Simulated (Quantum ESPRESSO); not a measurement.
# Calculated records

```cif
data_laco2p2
_symmetry_space_group_name_H-M 'I4/mmm'
_symmetry_Int_Tables_number 139
_cell_length_a 3.8004
_cell_length_b 3.8004
_cell_length_c 11.0141
_cell_angle_alpha 90.000
_cell_angle_beta 90.000
_cell_angle_gamma 90.000
_cell_volume 159.08
loop_
_atom_site_label
_atom_site_type_symbol
_atom_site_symmetry_multiplicity
_atom_site_Wyckoff_symbol
_atom_site_fract_x
_atom_site_fract_y
_atom_site_fract_z
_atom_site_occupancy
La1 La 2 a 0.00000 0.00000 0.00000 1
Co1 Co 4 d 0.00000 0.50000 0.25000 1
P1 P 4 e 0.00000 0.00000 0.35035 1
_calc_subject 'Collinear magnetic orders of LaCo2P2 with Quantum ESPRESSO'
_calc_method 'PBEsol; plane waves with GBRV 1.5 PBEsol potentials, no spin-orbit coupling (and 1 further level or step)'
_calc_program 'Quantum ESPRESSO 7.5'
_calc_settings_of_one_run 'GBRV 1.5 PBEsol, cutoff 544.23 eV, 14×14×14 k-mesh, 39 bands, fermi-dirac occupations, smearing width 0.1 eV, collinear spin, SCF threshold 1.00e-8, mesh matched on, starting moments 0 2 2 0 0 μB'
_calc_cost '2 runs, 70 min in all on 4 MPI ranks of Intel Xeon at 2.50GHz (Skylake/Cascade Lake), shared host (the runs of this entry)'
_calc_notes 'The run is spin-polarised, with a total moment of 0.96 μB a cell (absolute 1.06). This is the lowest of 2 collinear or spinless starts, no proof of the ground state. A computed site moment is spin alone and hangs on the region that is counted: the program’s spheres do not touch and miss the tail of the moment. Measured moments hold any orbital part as well, and belong to the order of the sample, which need not be the order of this run.'
_calc_lowest_state_found 'ferromagnetic (from ferro ++)'
_calc_largest_site_moment '0.463 μB'
_calc_state_without_moments '8.60 meV a seeded atom higher'
```

[Logs and program files are shortened in this print: banners, set-up blocks, solver, clock and traceback lines can be left out without a mark of their own.]

[Logs are printed without paths, hosts, clocks, repeated set-up lines and the standing remarks that a program may print on its own settings, such as how far it seeks lower states.]

[Hosts, paths, dates, database ids (printed as entryN), source tags and the programs' standing remarks are cut or masked in the printed files.]

[Where a cell is said to come from a database of computed structures, the database is the Materials Project.]
